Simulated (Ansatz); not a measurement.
## SmAg (Pm-3m): from the cell to its phonons

Aim: the vibrations of SmAg (Pm-3m), their spectra, and whether the structure is stable.

Calculated with Ansatz 0.2.0; DFT PBEsol, scalar-relativistic, plane waves, PAW.

Most raw output is cut from this account.

In doubt: a part-filled 4f shell, where there is one, can sit in one of many states (steps 2, 3, 4, 6, 7, 8, 9), so energies may not be the lowest and differences between runs may mislead; derivatives with an open 4f shell can jump between states (steps 2, 3, 4, 6, 7, 8, 9), which bears on forces and vibrations; warnings of the run leave room for a lower electronic state (step 3), so energies may not be the lowest and differences between runs may mislead.

### 1. Set-up

It takes space group Pm-3m (No. 221, cubic). The conventional cell has a = 3.673 Å, b = 3.673 Å, c = 3.673 Å, α = 90.00°, β = 90.00°, γ = 90.00°. Nearest to Sm lie 8 Ag at 3.18 Å. Nearest to Ag lie 8 Sm at 3.18 Å. Farther neighbours are not listed.

### 2. A magnetic order at the starting cell, 2 atoms

Phonons depend on the magnetic state, so simple orders are compared first, at the starting cell. This run starts ferromagnetic.

input.yaml

```yaml
crystal:
  lattice:
    - [3.673, 0.0, 0.0]
    - [0.0, 3.673, 0.0]
    - [0.0, 0.0, 3.673]
  atoms:
    - { symbol: Sm, position: [0.5, 0.5, 0.5], spin: 5.0 }
    - { symbol: Ag, position: [0.0, 0.0, 0.0] }
kpoints:
  mp_grid: { grid: [8, 8, 8] }
hamiltonian:
  xc: pbesol
scf:
  occupations: { method: gaussian, width: 0.05 }
  max_iter: 100
output:
  forces: true
  stress: true
  eigenvalues: true
  populations: true
magnetization:
  spin_polarized: true
```

Launch:

```
ansatz run input.yaml --threads 8 --pin off --max-ram 14336MiB --backend cpu --events-out ev --progress --plain --runs-dir out
```

The job ended after 1.8 s (8 threads of AMD EPYC 9R45, shared host; peak memory 0.48 GiB; 11 s of CPU time).

Numbers from this step:

| Property | Result |
| --- | --- |
| magnetization | 6.105 μB |
| absolute magnetization | 6.114 μB |
| site moments | 5.722, 0.06780 μB |
| pressure | 0.8677 GPa |
| volume per atom | 24.78 Å³ |
| gap on the k-mesh | 0 eV |

The cell carries a net spin moment of 6.10 μB and an absolute one of 6.11 μB.

### 3. A magnetic order at the starting cell, 4 atoms

Phonons depend on the magnetic state, so simple orders are compared first, at the starting cell. This run starts antiferromagnetic, q = (0.5, 0.5, 0.5).

System of this step: SmAg (Pm-3m). Symmetry: Pm-3m, No. 221, cubic system. Conventional cell: a = 3.673 Å, b = 3.673 Å, c = 3.673 Å, α = 90.00°, β = 90.00°, γ = 90.00°. Nearest to Sm lie 8 Ag at 3.18 Å. Nearest to Ag lie 8 Sm at 3.18 Å. Farther neighbours are not listed.

input.yaml, the sections that differ from step 2:

```yaml
crystal:
  lattice:
    - [3.673, 3.673, 0.0]
    - [3.673, 0.0, 3.673]
    - [3.673, 0.0, -3.673]
  atoms:
    - { symbol: Sm, position: [0.5, 0.25, 0.75], spin: 5.0 }
    - { symbol: Sm, position: [0.5, 0.75, 0.25], spin: -5.0 }
    - { symbol: Ag, position: [0.0, 0.0, 0.0] }
    - { symbol: Ag, position: [0.0, 0.5, 0.5] }
# kpoints, hamiltonian, scf, output, magnetization: as in step 2
```

The job ended after 5.2 s (8 threads; peak memory 0.7 GiB).

The cell carries a net spin moment of 0.00 μB and an absolute one of 11.52 μB, so the moments cancel.

### 4. A magnetic order at the starting cell, 4 atoms (run 2)

Phonons depend on the magnetic state, so simple orders are compared first, at the starting cell. This run starts antiferromagnetic, q = (0, 0, 0.5).

input.yaml, the sections that differ from step 3:

```yaml
crystal:
  lattice:
    - [3.673, 0.0, 0.0]
    - [0.0, 3.673, 0.0]
    - [0.0, 0.0, 7.346]
  atoms:
    - { symbol: Sm, position: [0.5, 0.5, 0.25], spin: 5.0 }
    - { symbol: Sm, position: [0.5, 0.5, 0.75], spin: -5.0 }
    - { symbol: Ag, position: [0.0, 0.0, 0.0] }
    - { symbol: Ag, position: [0.0, 0.0, 0.5] }
kpoints:
  mp_grid: { grid: [8, 8, 4] }
# hamiltonian, scf, output, magnetization: as in step 3
```

It took 5.8 s on 8 threads; peak memory 0.79 GiB; 40 s of CPU time.

The cell carries a net spin moment of 0.00 μB and an absolute one of 11.86 μB, so the moments cancel.

### 5. The orders compared

An antiferromagnetic start is carried into the relaxation if it ends more than 3 meV per atom below the ferromagnetic start.

This step gave:

| Property | Result |
| --- | --- |
| start carried on | ferromagnetic |

Orders, by row:

| starting order | atoms | energy from the first start (meV/atom) | largest moment (μB) | gap on mesh (eV) | net moment of the cell (μB) | order kept |
| --- | --- | --- | --- | --- | --- | --- |
| ferromagnetic | 2 | 0 | 5.72 | 0 | 6.1 | yes |
| antiferromagnetic, q = (0.5, 0.5, 0.5) | 4 | 18.9 | 5.63 | 0 | 0 | yes |
| antiferromagnetic, q = (0, 0, 0.5) | 4 | -0.9 | 5.67 | 0 | 0 | yes |

The start carried on is the ferromagnetic one.

### 6. Relaxation

Harmonic phonons are second derivatives at a point where the forces vanish, and they are wanted at zero stress, so atoms and cell are relaxed first.

System of this step: SmAg (Pm-3m). It takes space group Pm-3m (No. 221, cubic). The conventional cell has a = 3.673 Å, b = 3.673 Å, c = 3.673 Å, α = 90.00°, β = 90.00°, γ = 90.00°. Sm has 8 Ag at 3.18 Å nearest. Nearest to Ag lie 8 Sm at 3.18 Å. Farther neighbours are not listed.

input.yaml, the sections that differ from step 4:

```yaml
crystal:
  lattice:
    - [3.673, 0.0, 0.0]
    - [0.0, 3.673, 0.0]
    - [0.0, 0.0, 3.673]
  atoms:
    - { symbol: Sm, position: [0.5, 0.5, 0.5], spin: 6.35 }
    - { symbol: Ag, position: [0.0, 0.0, 0.0], spin: 0.12 }
kpoints:
  mp_grid: { grid: [12, 12, 12] }
scf:
  occupations: { method: gaussian, width: 0.1 }
relax:
  adjacent_minimum: "off"
  f_tol: 0.005
  max_steps: 80
  cell: { stress_tol: 0.05 }
# hamiltonian, output, magnetization: as in step 4
```

It took 4.7 s on 8 threads; peak memory 0.63 GiB; 29 s of CPU time.

Relaxation path:

| step | energy less that of the first step (eV) | largest force component (eV/Å) | pressure (GPa) | volume (Å³) |
| --- | --- | --- | --- | --- |
| 1 | 0.0000 | 0.0000 | 0.81 | 49.55 |
| 2 | -0.0017 | 0.0000 | -0.09 | 50.47 |
| 3 | -0.0018 | 0.0000 | 0.00 | 50.38 |
| 4* | -0.0020 | 0.0000 | 0.00 | 50.38 |

Relaxation steps marked * repeat the geometry before them on a plane-wave basis chosen anew for their cell, so energy and pressure can jump there.

The run keeps the 48 symmetry operations that it works with, so distortions that break them were not tested.

| conventional cell, symmetrised | before | after | change |
| --- | --- | --- | --- |
| a (Å) | 3.673 | 3.693 | +0.6 % |
| b (Å) | 3.673 | 3.693 | +0.6 % |
| c (Å) | 3.673 | 3.693 | +0.6 % |
| volume (Å³/atom) | 24.78 | 25.19 | +1.7 % |

Final coordinates:

```xyz
2
Lattice="3.6932 0.0000 0.0000 0.0000 3.6932 0.0000 0.0000 0.0000 3.6932" Properties=species:S:1:pos:R:3 pbc="T T T"
Sm    1.8466    1.8466    1.8466
Ag    0.0000    0.0000    0.0000
```

Numbers from this step:

```
magnetization          : 6.176 μB
absolute magnetization : 6.184 μB
site moments           : 5.750, 0.08247 μB
pressure               : -0.003825 GPa
volume per atom        : 25.19 Å³
```

In this step the volume went from 24.78 to 25.19 Å³/atom.

### 7. Tight relaxation

Phonons need a cell at rest on their own settings, so the relaxation is repeated with tight tolerances on forces and stress on the k mesh and occupations of the first response run.

input.yaml, the sections that differ from step 6:

```yaml
crystal:
  lattice:
    - [3.6932219114, 0.0, 0.0]
    - [0.0, 3.6932219114, 0.0]
    - [0.0, 0.0, 3.6932219114]
  atoms:
    - { symbol: Sm, position: [0.5, 0.5, 0.5], spin: 6.32 }
    - { symbol: Ag, position: [0.0, 0.0, 0.0] }
scf:
  occupations: { method: gaussian, width: 0.15 }
relax:
  adjacent_minimum: "off"
  f_tol: 0.001
  max_steps: 60
  cell: { stress_tol: 0.01 }
# kpoints, hamiltonian, output, magnetization: as in step 6
```

Wall time 3.7 s (8 threads); peak memory 0.62 GiB; 23 s of CPU time.

Little changed from the start: no atom moved by 0.005 Å and no cell edge by 0.1 %.

This step gave:

```
magnetization          : 6.153 μB
absolute magnetization : 6.162 μB
site moments           : 5.743, 0.07730 μB
pressure               : -0.005456 GPa
volume per atom        : 25.22 Å³
```

The forces vanish by symmetry and the pressure is -0.005 GPa, within the tolerances set. The cell now holds 25.22 Å³/atom.

### 8. Modes at Γ

The zone centre comes first: it holds the modes that light can see, as far as symmetry allows. No field response is asked, since the mesh shows no gap.

input.yaml, the sections that differ from step 7:

```yaml
crystal:
  lattice:
    - [3.6950183369, 0.0, 0.0]
    - [0.0, 3.6950183369, 0.0]
    - [0.0, 0.0, 3.6950183369]
  atoms:
    - { symbol: Sm, position: [0.5, 0.5, 0.5], spin: 6.32 }
    - { symbol: Ag, position: [0.0, 0.0, 0.0] }
output:
  eigenvalues: true
  populations: true
phonons:
  method: dfpt
# kpoints, hamiltonian, scf, magnetization: as in step 7
# relax: removed
```

Wall time 11 s (8 threads); peak memory 1.5 GiB.

This step gave:

```
sum-rule residual before enforcement                    : 1.25e-4 eV/Å²
point group                                             : m-3m
highest optical mode at the zone centre (no LO-TO term) : 106.8 cm⁻¹
lowest optical zone-centre mode                         : 106.8 cm⁻¹
```

Patterns of degenerate modes are one choice out of their space. The modes at Γ (shares of kinetic energy by element, %):

| mode | frequency (cm⁻¹) | symmetry | Sm % | Ag % |
| --- | --- | --- | --- | --- |
| 1 | 0.0 | acoustic | 58 | 42 |
| 2 | 0.0 | acoustic | 58 | 42 |
| 3 | 0.0 | acoustic | 58 | 42 |
| 4 | 106.8 | T1u | 42 | 58 |
| 5 | 106.8 | T1u | 42 | 58 |
| 6 | 106.8 | T1u | 42 | 58 |

Displacements in mode 5 (106.8 cm⁻¹), the largest set to 1:
```
Sm1  0.00 -0.72  0.00
Ag2  0.00  1.00  0.00
```

Before it was imposed, the acoustic sum rule was missed by 1.3e-4 eV/Å². Small misses are needed for a sound result but don't prove that mesh and cutoff are converged. The lowest optical mode is real, 107 cm⁻¹.

### 9. The dispersion

Stability and thermal properties need the whole zone. Linear response on a 4×4×4 q mesh gives force constants as far as a supercell of that size would.

Changes to input.yaml since step 8:

```diff
@@ -21 +21,8 @@
   method: dfpt
+  qmesh: [4, 4, 4]
+  temperatures: { t_max: 1000, t_step: 50 }
+  qpath:
+    path:
+      - [[0.0, 0.0, 0.0], [0.0, 0.5, 0.0], [0.5, 0.5, 0.0], [0.0, 0.0, 0.0], [0.5, 0.5, 0.5], [0.0, 0.5, 0.0]]
+      - [[0.5, 0.5, 0.5], [0.5, 0.5, 0.0]]
+    npoints: 10
```

Wall time 4.1 min (8 threads); peak memory 5.6 GiB; 30 min of CPU time.

Numbers from this step:

| Quantity | Value |
| --- | --- |
| sum-rule residual before enforcement | 1.26e-4 eV/Å² |
| lowest frequency on the path | 0 cm⁻¹ |
| highest frequency on the path or at a solved wavevector | 113.2 cm⁻¹ |
| mean frequency | 74.1 cm⁻¹ |
| Debye temperature (second moment) | 146 K |
| logarithmic mean frequency | 68.5 cm⁻¹ |
| lowest mode on the q mesh (acoustic modes at Γ apart) | 19.89 cm⁻¹ |
| zero-point energy per atom | 13.79 meV |
| heat capacity at 300 K | 24.65 J/(mol atoms K) |
| vibrational entropy at 300 K | 52.85 J/(mol atoms K) |

Frequencies (cm⁻¹) solved at each irreducible wavevector; negative means imaginary. Frequencies by wavevector, by row:

| q in reciprocal lattice units | star | mode 1 | mode 2 | mode 3 | mode 4 | mode 5 | mode 6 |
| --- | --- | --- | --- | --- | --- | --- | --- |
| 0 0 0 | 1 | 0 | 0 | 0 | 106.8 | 106.8 | 106.8 |
| 0 0 0.25 | 6 | 38.9 | 38.9 | 53.9 | 98.7 | 98.7 | 100.8 |
| 0 0 -0.5 | 3 | 63.4 | 63.4 | 70.4 | 82.2 | 82.2 | 98.8 |
| 0 0.25 0.25 | 12 | 25.5 | 51.7 | 75.5 | 82.8 | 92.6 | 107.5 |
| 0 0.25 -0.5 | 12 | 35.8 | 54.6 | 66.3 | 82.7 | 97.5 | 109.6 |
| 0 -0.5 -0.5 | 3 | 19.9 | 19.9 | 65.9 | 83.1 | 113.2 | 113.2 |
| 0.25 0.25 0.25 | 8 | 46.9 | 46.9 | 61.9 | 90.9 | 99.9 | 99.9 |
| 0.25 0.25 -0.5 | 12 | 36.8 | 55 | 76.3 | 79.3 | 96.7 | 109.6 |
| 0.25 -0.5 -0.5 | 6 | 46.6 | 46.6 | 77.1 | 78.2 | 108.3 | 108.3 |
| -0.5 -0.5 -0.5 | 1 | 68.4 | 68.4 | 68.4 | 97.9 | 97.9 | 97.9 |

Interpolated from a 4×4×4 q mesh. Phonon branches along the path, in cm⁻¹:

| point | branch 1 | branch 2 | branch 3 | branch 4 | branch 5 | branch 6 |
| --- | --- | --- | --- | --- | --- | --- |
| Γ | 0 | 0 | 0 | 107 | 107 | 107 |
| halfway | 39 | 39 | 54 | 99 | 99 | 101 |
| X | 63 | 63 | 70 | 82 | 82 | 99 |
| halfway | 36 | 55 | 66 | 83 | 98 | 110 |
| M | 20 | 20 | 66 | 83 | 113 | 113 |
| halfway | 26 | 52 | 76 | 83 | 93 | 108 |
| Γ | 0 | 0 | 0 | 107 | 107 | 107 |
| halfway | 47 | 47 | 62 | 91 | 100 | 100 |
| R | 68 | 68 | 68 | 98 | 98 | 98 |
| halfway | 37 | 55 | 76 | 79 | 97 | 110 |
| X | 63 | 63 | 70 | 82 | 82 | 99 |
| jump to R | 68 | 68 | 68 | 98 | 98 | 98 |
| halfway | 47 | 47 | 77 | 78 | 108 | 108 |
| M | 20 | 20 | 66 | 83 | 113 | 113 |

The phonon density of states has structure finer than the step of the table below, so its rows give means over 2.5 cm⁻¹, whole bins alone (the curve runs from 0.5 to 114 cm⁻¹). Peaks (cm⁻¹: height): 36.50: 0.0781, 53.50: 0.0772, 66.50: 0.112, 82.50: 0.162, 106.50: 0.184.

Tetrahedra on a 20×20×20 mesh, mean over bins of 1 cm-1. Interpolated from a 4×4×4 q mesh. Phonon density of states against wavenumber; means over each step:

| wavenumber (cm⁻¹) | phonon density of states (1/cm⁻¹/cell) |
| --- | --- |
| 2.5 | 3.4e-5 |
| 5.0 | 1.2e-4 |
| 7.5 | 4.5e-4 |
| 10.0 | 9.6e-4 |
| 12.5 | 0.00159 |
| 15.0 | 0.00270 |
| 17.5 | 0.00365 |
| 20.0 | 0.00634 |
| 22.5 | 0.0136 |
| 25.0 | 0.0243 |
| 27.5 | 0.0387 |
| 30.0 | 0.0454 |
| 32.5 | 0.0524 |
| 35.0 | 0.0666 |
| 37.5 | 0.0653 |
| 40.0 | 0.0507 |
| 42.5 | 0.0459 |
| 45.0 | 0.0456 |
| 47.5 | 0.0484 |
| 50.0 | 0.0525 |
| 52.5 | 0.0635 |
| 55.0 | 0.0663 |
| 57.5 | 0.0533 |
| 60.0 | 0.0415 |
| 62.5 | 0.0488 |
| 65.0 | 0.0807 |
| 67.5 | 0.0876 |
| 70.0 | 0.0694 |
| 72.5 | 0.0630 |
| 75.0 | 0.0537 |
| 77.5 | 0.0106 |
| 80.0 | 0.0497 |
| 82.5 | 0.130 |
| 85.0 | 0.0969 |
| 87.5 | 0.0744 |
| 90.0 | 0.0571 |
| 92.5 | 0.0641 |
| 95.0 | 0.0663 |
| 97.5 | 0.0658 |
| 100.0 | 0.0794 |
| 102.5 | 0.0901 |
| 105.0 | 0.151 |
| 107.5 | 0.145 |
| 110.0 | 0.0950 |

Phonopy on the run's constants, 15x15x15 mesh, Gaussian sigma 2.0 cm-1. Interpolated from a 4×4×4 q mesh. The partial phonon density of states by wavenumber; read off at these points; values in 1/cm⁻¹/cell:

| wavenumber (cm⁻¹) | Ag | Sm |
| --- | --- | --- |
| -5.00 | 0 | 8.8e-6 |
| -2.50 | 3.5e-5 | 4.5e-5 |
| 0.00 | 7.0e-5 | 1.0e-4 |
| 2.50 | 3.4e-5 | 4.9e-5 |
| 5.00 | 2.0e-5 | 3.0e-5 |
| 7.50 | 1.9e-4 | 2.6e-4 |
| 10.00 | 5.9e-4 | 8.0e-4 |
| 12.50 | 7.3e-4 | 9.8e-4 |
| 15.00 | 0.00120 | 0.00159 |
| 17.50 | 0.00217 | 0.00257 |
| 20.00 | 0.00401 | 0.00381 |
| 22.50 | 0.00862 | 0.00687 |
| 25.00 | 0.0154 | 0.0117 |
| 27.50 | 0.0203 | 0.0154 |
| 30.00 | 0.0253 | 0.0186 |
| 32.50 | 0.0330 | 0.0241 |
| 35.00 | 0.0331 | 0.0258 |
| 37.50 | 0.0342 | 0.0268 |
| 38.00 | 0.0342 | 0.0265 |
| 40.00 | 0.0313 | 0.0231 |
| 42.50 | 0.0264 | 0.0205 |
| 45.00 | 0.0250 | 0.0194 |
| 47.50 | 0.0287 | 0.0207 |
| 50.00 | 0.0305 | 0.0228 |
| 52.50 | 0.0337 | 0.0255 |
| 54.30 | 0.0363 | 0.0274 |
| 55.00 | 0.0360 | 0.0274 |
| 57.50 | 0.0285 | 0.0241 |
| 60.00 | 0.0226 | 0.0240 |
| 62.50 | 0.0270 | 0.0333 |
| 65.00 | 0.0289 | 0.0474 |
| 66.30 | 0.0290 | 0.0513 |
| 67.50 | 0.0296 | 0.0490 |
| 70.00 | 0.0320 | 0.0352 |
| 72.50 | 0.0347 | 0.0233 |
| 75.00 | 0.0312 | 0.0155 |
| 77.50 | 0.0277 | 0.0106 |
| 80.00 | 0.0460 | 0.0204 |
| 82.50 | 0.0677 | 0.0298 |
| 85.00 | 0.0600 | 0.0338 |
| 87.50 | 0.0420 | 0.0334 |
| 90.00 | 0.0319 | 0.0322 |
| 92.50 | 0.0314 | 0.0333 |
| 95.00 | 0.0288 | 0.0343 |
| 97.50 | 0.0304 | 0.0412 |
| 100.00 | 0.0298 | 0.0488 |
| 102.50 | 0.0365 | 0.0624 |
| 105.00 | 0.0504 | 0.0842 |
| 105.80 | 0.0521 | 0.0884 |
| 106.60 | 0.0512 | 0.0897 |
| 107.50 | 0.0475 | 0.0874 |
| 110.00 | 0.0297 | 0.0635 |
| 112.50 | 0.0121 | 0.0274 |
| 115.00 | 0.00251 | 0.00576 |
| 117.50 | 1.8e-4 | 4.1e-4 |
| 120.00 | 4.4e-6 | 8.9e-6 |

Second derivatives of the energy by pair, one row for each kind of neighbour of each atom listed. Each entry sums the pair over the periodic images of the supercell that the q mesh stands for, and in a polar crystal it holds the long-range dipole part too. Force constants by pair, by row:

| atom | neighbour | distance (Å) | third of the trace (eV/Å²) | along the pair's line (eV/Å²) |
| --- | --- | --- | --- | --- |
| Sm1 | itself | 0 | 3.699 | – |
| Sm1 | Ag | 3.2 | -0.3123 | -0.9814 |
| Sm1 | Sm | 3.695 | -0.2005 | -0.6893 |
| Sm1 | Sm | 5.226 | 0.0152 | 0.0082 |
| Sm1 | Ag | 6.127 | -0.0048 | -0.0126 |
| Sm1 | Sm | 6.4 | -0.0021 | -0.0088 |
| Sm1 | Sm | 7.39 | 0.0324 | 0.1389 |
| Ag2 | itself | 0 | 2.249 | – |
| Ag2 | Sm | 3.2 | -0.3123 | -0.9814 |
| Ag2 | Ag | 3.695 | 0.0727 | 0.2173 |
| Ag2 | Ag | 5.226 | 0.0013 | -0.0076 |
| Ag2 | Sm | 6.127 | -0.0048 | -0.0126 |
| Ag2 | Ag | 6.4 | -0.0077 | -0.0228 |
| Ag2 | Ag | 7.39 | -0.0013 | -0.0072 |

Harmonic thermodynamic functions per atom, from the density of states. Interpolated from a 4×4×4 q mesh. Thermodynamic functions, by row:

| T (K) | F_vib (meV/atom) | S (J/mol-atom/K) | C_V (J/mol-atom/K) |
| --- | --- | --- | --- |
| 0 | 13.79 | 0 | 0 |
| 50 | 11.39 | 12.56 | 17.12 |
| 100 | 0.99 | 26.57 | 22.5 |
| 200 | -35.89 | 42.92 | 24.29 |
| 300 | -85.85 | 52.85 | 24.65 |
| 400 | -144.5 | 59.96 | 24.78 |
| 500 | -209.6 | 65.49 | 24.84 |
| 600 | -279.9 | 70.03 | 24.87 |
| 700 | -354.5 | 73.86 | 24.89 |
| 800 | -432.8 | 77.18 | 24.9 |
| 900 | -514.4 | 80.12 | 24.91 |
| 1000 | -598.8 | 82.74 | 24.91 |

Harmonic mean-square displacement, third of the trace. Interpolated from a 4×4×4 q mesh. Mean square displacements, by row:

| T (K) | Sm1 U_eq (Å²) | Ag2 U_eq (Å²) |
| --- | --- | --- |
| 0 | 0.00174 | 0.00263 |
| 100 | 0.00513 | 0.00812 |
| 300 | 0.01469 | 0.02339 |
| 600 | 0.02924 | 0.04659 |

Symmetry leaves 10 wavevectors to solve. The lowest mode among them, the acoustic zeros apart, lies at q = (0, -0.5, -0.5) and is real, 19.9 cm⁻¹.

### 10. Summary of results

```json
{
  "space group after relaxation (within 0.01 Å)": "Pm-3m",
  "volume per atom": "25.2 Å³",
  "electronic character": "no gap on this mesh",
  "highest optical mode at the zone centre (no LO-TO term)": "107 cm⁻¹",
  "lowest optical zone-centre mode": "107 cm⁻¹",
  "lowest mode on the q mesh (acoustic modes at Γ apart)": "19.9 cm⁻¹",
  "highest frequency on the path or at a solved wavevector": "113 cm⁻¹",
  "zero-point energy per atom": "13.8 meV",
  "heat capacity at 300 K": "24.6 J/(mol atoms K)",
  "vibrational entropy at 300 K": "52.8 J/(mol atoms K)",
  "Debye temperature (second moment)": "146 K",
  "imaginary modes on the 4×4×4 q mesh": "none",
  "net magnetic moment of the cell as run": "6.15 μB"
}
```

The structure is a minimum as far as tested: no mode is imaginary at the 10 irreducible wavevectors of the 4×4×4 mesh, and the softest away from the acoustic zeros lies at 20 cm⁻¹. The optical modes at Γ form one degenerate level at 107 cm⁻¹. The magnetic start carried on was not the lowest tried: another (antiferromagnetic, q = (0, 0, 0.5)) ended 0.9 meV/atom lower in single points. The magnetic state is the one that the run reached from its starting moments; a lower one was not ruled out. With no gap, or one that is small against the smearing, the frequencies hang on the k mesh and the smearing, most of all near Kohn anomalies. The 4f shell is treated without a U, so valence and screening may be off. Spin-orbit coupling is left out, which can matter for the heavy elements here. These are harmonic frequencies at zero temperature: anharmonic shifts, linewidths and thermal expansion are left out.

[Logs are printed without paths, hosts, clocks, repeated set-up lines and the standing remarks that a program may print on its own settings, such as how far it seeks lower states.]

[Hosts, paths, dates, database ids (printed as entryN), source tags and the programs' standing remarks are cut or masked in the printed files.]
